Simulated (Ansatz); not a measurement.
# How BAs (F-43m) expands on warming, part 2 of 4

Aim: the lattice, expansion, heat capacity and bulk modulus of BAs as it warms.

Measurements to reproduce:
- volume expansion coefficient 11.55 1e-6/K near room temperature (given in “Basic Physical Properties of Cubic Boron Arsenide (three times its linear coefficient)”, 2019, arxiv:1911.11281)
- volume expansion coefficient 10.8 1e-6/K near room temperature (given in “Thermal expansion coefficients of high thermal conducting BAs and BP materials (three times its linear coefficient)”, 2019, arxiv:1906.04101)

Ansatz 0.2.0; DFT LDA, scalar-relativistic, plane waves, PAW.

So far. Step 2 (Probe on a coarse mesh): The start is under -3.9 GPa at this level and looks like an insulator or semiconductor on this mesh. Step 4 (Relaxing to small residual forces and stress): The residual pressure is 0.0088 GPa, small enough for phonons. The relaxed cell has a = 4.732 Å (conventional setting).

### Step 5. Phonons on strained cells, cutoff 487.2 eV, k-mesh 12×12×12

The study relaxes the crystal at several strains, solves the phonons on some of them and minimises the free energy at each temperature (static energy, vibrations, the electrons in a metal, and PV under a set pressure); the q-mesh sets how far the force constants reach.

The input, input.yaml:

```yaml
crystal:
  lattice:
    - [0.0, 2.3660417785, 2.3660417785]
    - [2.3660417785, 0.0, 2.3660417785]
    - [2.3660417785, 2.3660417785, 0.0]
  atoms:
    - { symbol: B, position: [0.0, 0.0, 0.0] }
    - { symbol: As, position: [0.25, 0.25, 0.25] }
kpoints:
  mp_grid: { grid: [12, 12, 12] }
hamiltonian:
  xc: lda
scf:
  occupations: { method: fixed }
output:
  eigenvalues: true
phonons:
  method: dfpt
  qmesh: [2, 2, 2]
  temperatures: { t_max: 800.0, t_step: 50 }
  thermal_expansion: {}
```

Launch:

```
ansatz run input.yaml --threads 4 --pin off --max-ram 8192MiB --backend cpu --events-out ev --progress --plain --runs-dir out
```

Numbers of over 12 decimals in the logs are rounded to 6 here.

The log of the run:

```text
Warning: phonons: the dynamical matrix that this run interpolates holds no multipole term above the dipole-dipole one, and a site of this crystal is no centre of inversion, so its interpolated transverse optical and acoustic branches and sound speeds can stay off near Gamma, and the density of states and the thermodynamics with them. What a run solves at a wave vector of phonons.qpoints, Gamma apart, where the deck admits one, is free of this, and under fd what a larger phonons.supercell samples
[...]
Crystal: 2 atoms, lattice volume = 26.491 Å³
Basis set: ecut = 487.2 eV, 645 PW (Γ), exchange–correlation on 50×50×50 points (8 copies of the dense FFT grid, shifted against one another)
Bands: 13, of which v1, the nominal top of the filled ones, is band 9 counted from 1 (8 counted from 0)
Symmetry: 24 space group operations
[...]
k-points: 72 of 1728 (time reversal used)
[...]
SCF iter   1: F=—  HF=-4923.535885 eV  |F-HF|=—  |Δ(HF+E_count)|=         —  Δρ=7.25e-3  dr2=1.38e-2  ethr=1.77e-3  ⟨swp⟩=4.9  Hψ=4784  notcnv=0  defer=127
[...]
SCF iter   8: F=-4923.531027 eV  HF=-4923.531027 eV  |F-HF|=0.00e0  |Δ(HF+E_count)|=  1.82e-12  Δρ=1.12e-8  dr2=1.75e-14  ethr=1.00e-12  ⟨swp⟩=6.0  Hψ=4455  notcnv=0
SCF 1 converged in 8 iterations: F = -4923.531027 eV  dr2 = 1.75e-14
[...]
relax step   1: F+E_penalty+E_count = -4923.53102690 eV  Δ(F+E_penalty+E_count) = +0.000e0 eV  max|allowed force component| = 3.117e-16 eV/Å  Δτ_max = 0.0000 Å  (8 SCF iters, accepted)
SCF converged after 8 iterations
Free energy (F): -4923.531027 eV
[...]
Internal energy: -4923.531027 eV  (E = F + TS)
E sigma→0 (E₀):  -4923.531027 eV
Fermi energy:    11.296306 eV
[...]
--- Stress (GPa, compression-positive) ---
        0.002876      -0.000000      -0.000000
       -0.000000       0.002876       0.000000
       -0.000000       0.000000       0.002876
  P = ⅓ Tr σ = 0.0029 GPa (0.029 kbar)
--- Band table (eV; the first three rows and the last of 72) ---
  k-point 0: bands = [... 5 lower, -4.3544, 11.2963, 11.2963, 11.2963, 14.5862, 14.5862, 14.5862, 16.3072]
  k-point 1: bands = [... 5 lower, -4.2377, 10.2503, 11.0708, 11.0708, 14.7640, 14.8821, 14.8821, 16.8926]
  k-point 2: bands = [... 5 lower, -3.8912, 8.3029, 10.5959, 10.5959, 14.6885, 15.4941, 15.4941, 18.1479]
  k-point 71: bands = [... 5 lower, 0.0817, 3.2443, 5.6261, 5.9295, 16.5055, 17.3085, 18.0686, 18.5253]
── thermal expansion: 3 new cells, 3 in all ──
thermal expansion: relaxation of cell 2
thermal expansion: relaxation of cell 3
── thermal expansion: 2 new cells, 5 in all ──
thermal expansion: relaxation of cell 4
thermal expansion: lower-state search of cell 4
thermal expansion: phonons of cell 4
thermal expansion: relaxation of cell 5
thermal expansion: phonons of cell 5
── thermal expansion: 5 new cells, 10 in all ──
thermal expansion: relaxation of cell 6
thermal expansion: relaxation of cell 7
thermal expansion: relaxation of cell 8
thermal expansion: relaxation of cell 9
thermal expansion: relaxation of cell 10
thermal expansion: phonons of cell 6
thermal expansion: phonons of cell 7
WARN: thermal expansion: narrow_supercell: the supercell is narrow for a crystal that has a band gap and may be polar, so the expansion can be far off: type phonons.supercell or phonons.qmesh [3, 3, 3] or more in a new run
--- Relaxed structure (1 steps of the walk, 1 accepted, 0 SCFs on fresh bases) ---
  F+E_penalty+E_count = -4923.53102690 eV   max|allowed force component| = 3.117e-16 eV/Å
  atoms:
    - { symbol: B, position: [0.0, 0.0, 0.0] }
    - { symbol: As, position: [0.25, 0.25, 0.25] }
--- Thermal expansion: 10 cells in 3 rounds, 0 GPa ---
  no lower state was reached at cell 4
  without vibrations: a 3.34611, b 3.34611, c 3.34611 Å, V 26.4915 Å³, B 147.08 GPa
  at 0 K: a 3.35413, b 3.35413, c 3.35413 Å, V 26.6824 Å³, B 144.36 GPa
  zero-point expansion: a +0.240, b +0.240, c +0.240, V +0.721 %
      T/K        a/Å        b/Å        c/Å       V/Å³ | expansion of a, b, c, V (1e-6/K)   | that of V in the mean from 25 °C | C_P, C_V (J/mol K of the cell) | B_T, B_S (GPa)
     0.00    3.35413    3.35413    3.35413    26.6824 |    0.00    0.00    0.00    0.00 |    4.35 |     0.000     0.000 |   144.36   144.36
   100.00    3.35420    3.35420    3.35420    26.6841 |    0.69    0.69    0.69    2.07 |    6.23 |    13.397    13.396 |   144.24   144.25
   200.00    3.35466    3.35466    3.35466    26.6951 |    2.10    2.10    2.10    6.31 |    8.40 |    25.397    25.379 |   143.74   143.84
   298.15    3.35558    3.35558    3.35558    26.7171 |    3.43    3.43    3.43   10.29 |       - |    33.942    33.869 |   142.94   143.25
   350.00    3.35623    3.35623    3.35623    26.7325 |    3.95    3.95    3.95   11.86 |   11.11 |    37.126    37.013 |   142.45   142.88
   450.00    3.35768    3.35768    3.35768    26.7673 |    4.67    4.67    4.67   14.01 |   12.37 |    41.351    41.150 |   141.42   142.11
   550.00    3.35933    3.35933    3.35933    26.8068 |    5.13    5.13    5.13   15.40 |   13.33 |    43.968    43.672 |   140.34   141.29
   650.00    3.36112    3.36112    3.36112    26.8495 |    5.45    5.45    5.45   16.35 |   14.08 |    45.672    45.281 |   139.23   140.44
   750.00    3.36299    3.36299    3.36299    26.8944 |    5.68    5.68    5.68   17.05 |   14.69 |    46.842    46.355 |   138.11   139.56
   800.00    3.36395    3.36395    3.36395    26.9175 |    5.78    5.78    5.78   17.33 |   14.95 |    47.296    46.760 |   137.54   139.12
  the static fit leaves 0.000 meV an atom of the energies and, of the stresses, 0.000 GPa of each cell's largest along a strain (root mean squares over the cells), whose Pulay part it has at -0.021 GPa
  vibrations' free energy: its fit passes through its cells
  the electrons' free energy at temperature is not in it: every band gap is over 0.83 eV
  free energies summed between the sampled wave vectors
  estimated error of the fitted expansion in any direction: up to 0.028e-6/K, at 800 K, with few degrees of freedom (an estimate, not a bound: it was exceeded on models of known expansion)
  by sums over the sampled wave vectors an expansion of the volume parts by up to 2.42e-6/K
  by a static energy of one degree less an expansion of the volume parts by up to 0.00e-6/K
  the FFT grids of the static calculations differ: 24 × 24 × 24, 25 × 25 × 25
  band gaps on the cells' k-points are 1.082 to 1.140 eV
  narrow_supercell: the supercell is narrow for a crystal that has a band gap and may be polar, so the expansion can be far off: type phonons.supercell or phonons.qmesh [3, 3, 3] or more in a new run
```

Wall time 2.3 min (4 threads of Arm Neoverse V2, shared host); peak memory 0.89 GiB; 8.5 min of CPU time.

This step gave:

| Quantity | Value |
| --- | --- |
| pressure | 0.002876 GPa |
| volume expansion coefficient at 298 K | 10.29 1e-6/K |
| C_P at 298 K | 16.97 J/mol-atom/K |
| entropy at 298 K | 16.23 J/mol-atom/K |
| isothermal bulk modulus at 298 K | 142.9 GPa |
| Grüneisen parameter at 298 K | 0.6989 |
| volume at 298 K | 13.36 Å³/atom |
| principal linear expansion coefficients at 298 K | 3.431, 3.431, 3.431 1e-6/K |

Strained cells of the study; zero-point energy where phonons were solved; the pressures are stresses at a fixed cutoff and can carry an offset from the finite basis. Expansion cells, by row:

| cell | \|a\| (Å) | \|b\| (Å) | \|c\| (Å) | V (Å³/atom) | E - E_lowest (meV/atom) | pressure, compression positive (GPa) | gap (eV) | zero-point energy (meV/atom) |
| --- | --- | --- | --- | --- | --- | --- | --- | --- |
| 1 | 3.346 | 3.346 | 3.346 | 13.25 | 0 | -0.018 | 1.11 | - |
| 2 | 3.373 | 3.373 | 3.373 | 13.57 | 3.412 | -3.366 | 1.132 | - |
| 3 | 3.32 | 3.32 | 3.32 | 12.93 | 3.538 | 3.673 | 1.088 | - |
| 4 | 3.346 | 3.346 | 3.346 | 13.25 | 0.001 | -0.05 | 1.11 | 82.48 |
| 5 | 3.363 | 3.363 | 3.363 | 13.45 | 1.383 | -2.182 | 1.124 | 81.18 |
| 6 | 3.354 | 3.354 | 3.354 | 13.35 | 0.339 | -1.104 | 1.117 | 81.85 |
| 7 | 3.371 | 3.371 | 3.371 | 13.54 | 2.913 | -3.121 | 1.13 | 80.59 |
| 8 | 3.313 | 3.313 | 3.313 | 12.86 | 5.485 | 4.623 | 1.082 | - |
| 9 | 3.33 | 3.33 | 3.33 | 13.05 | 1.339 | 2.217 | 1.096 | - |
| 10 | 3.383 | 3.383 | 3.383 | 13.69 | 6.463 | -4.555 | 1.14 | - |

Quasi-harmonic; a, b, c are the run's own cell vectors. Expansion, by row:

```csv
T (K),a (Å),b (Å),c (Å),alpha (deg),beta (deg),gamma (deg),cell volume (Å³/cell),alpha_a (1e-6/K),alpha_b (1e-6/K),alpha_c (1e-6/K),alpha_V (1e-6/K),C_P (J/mol-atom/K),C_V (J/mol-atom/K),S (J/mol-atom/K),B_T (GPa),B_S (GPa),Grueneisen,extrapolation,fit error (1e-6/K)
0,3.354,3.354,3.354,60,60,60,26.68,0,0,0,0,0,0,0,144.4,144.4,-,0,0
50,3.354,3.354,3.354,60,60,60,26.68,0.13,0.13,0.13,0.39,2.12,2.12,0.758,144.3,144.3,0.213,0,0
100,3.354,3.354,3.354,60,60,60,26.68,0.69,0.69,0.69,2.07,6.699,6.698,3.71,144.2,144.2,0.358,0,0
150,3.354,3.354,3.354,60,60,60,26.69,1.35,1.35,1.35,4.06,9.936,9.933,7.065,144,144.1,0.473,0,0
200,3.355,3.355,3.355,60,60,60,26.7,2.1,2.1,2.1,6.31,12.7,12.69,10.31,143.7,143.8,0.575,0,0.01
250,3.355,3.355,3.355,60,60,60,26.7,2.83,2.83,2.83,8.49,15.09,15.07,13.41,143.4,143.6,0.65,0,0.01
298.1,3.356,3.356,3.356,60,60,60,26.72,3.43,3.43,3.43,10.29,16.97,16.93,16.23,142.9,143.2,0.699,0,0.01
300,3.356,3.356,3.356,60,60,60,26.72,3.45,3.45,3.45,10.35,17.04,17,16.34,142.9,143.2,0.7,0,0.01
350,3.356,3.356,3.356,60,60,60,26.73,3.95,3.95,3.95,11.86,18.56,18.51,19.08,142.4,142.9,0.735,0,0.01
400,3.357,3.357,3.357,60,60,60,26.75,4.35,4.35,4.35,13.05,19.75,19.67,21.64,141.9,142.5,0.759,0,0.01
450,3.358,3.358,3.358,60,60,60,26.77,4.67,4.67,4.67,14.01,20.68,20.57,24.02,141.4,142.1,0.776,0,0.01
500,3.358,3.358,3.358,60,60,60,26.79,4.92,4.92,4.92,14.77,21.4,21.28,26.24,140.9,141.7,0.789,0,0.01
550,3.359,3.359,3.359,60,60,60,26.81,5.13,5.13,5.13,15.4,21.98,21.84,28.31,140.3,141.3,0.799,0,0.01
600,3.36,3.36,3.36,60,60,60,26.83,5.3,5.3,5.3,15.91,22.45,22.28,30.24,139.8,140.9,0.807,0,0.01
650,3.361,3.361,3.361,60,60,60,26.85,5.45,5.45,5.45,16.35,22.84,22.64,32.06,139.2,140.4,0.813,0,0.01
700,3.362,3.362,3.362,60,60,60,26.87,5.57,5.57,5.57,16.72,23.15,22.93,33.76,138.7,140,0.818,0,0.01
750,3.363,3.363,3.363,60,60,60,26.89,5.68,5.68,5.68,17.05,23.42,23.18,35.37,138.1,139.6,0.823,0,0.02
800,3.364,3.364,3.364,60,60,60,26.92,5.78,5.78,5.78,17.33,23.65,23.38,36.89,137.5,139.1,0.827,0,0.03
```

Table of expansion coefficient by temperature; values in 1e-6/K:

| temperature (K) | volume | principal 1 |
| --- | --- | --- |
| 0 | 0 | 0 |
| 50 | 0.39 | 0.13 |
| 100 | 2.07 | 0.69 |
| 150 | 4.06 | 1.35 |
| 200 | 6.31 | 2.1 |
| 250 | 8.49 | 2.83 |
| 298 | 10.3 | 3.43 |
| 300 | 10.3 | 3.45 |
| 350 | 11.9 | 3.95 |
| 400 | 13.1 | 4.35 |
| 450 | 14.0 | 4.67 |
| 500 | 14.8 | 4.92 |
| 550 | 15.4 | 5.13 |
| 600 | 15.9 | 5.3 |
| 650 | 16.4 | 5.45 |
| 700 | 16.7 | 5.57 |
| 750 | 17.1 | 5.68 |
| 800 | 17.3 | 5.78 |

At 298 K the volume expansion is 10.3 × 10⁻⁶/K and B_T is 143 GPa. The log warns that this q-mesh is too narrow, so the figure can be far off. The program raised the cutoff to 487.2 eV by itself: with no cutoff typed, the study takes about 1.16 times the default for its relaxations and scales it with the volume for the phonons.

(Continued in part 3 of 4.)

[Logs are printed without paths, hosts, clocks, repeated set-up lines and the standing remarks that a program may print on its own settings, such as how far it seeks lower states.]

[Hosts, paths, dates, database ids (printed as entryN), source tags and the programs' standing remarks are cut or masked in the printed files.]

[A step with changed settings may run another functional than the one named; its input shows which.]
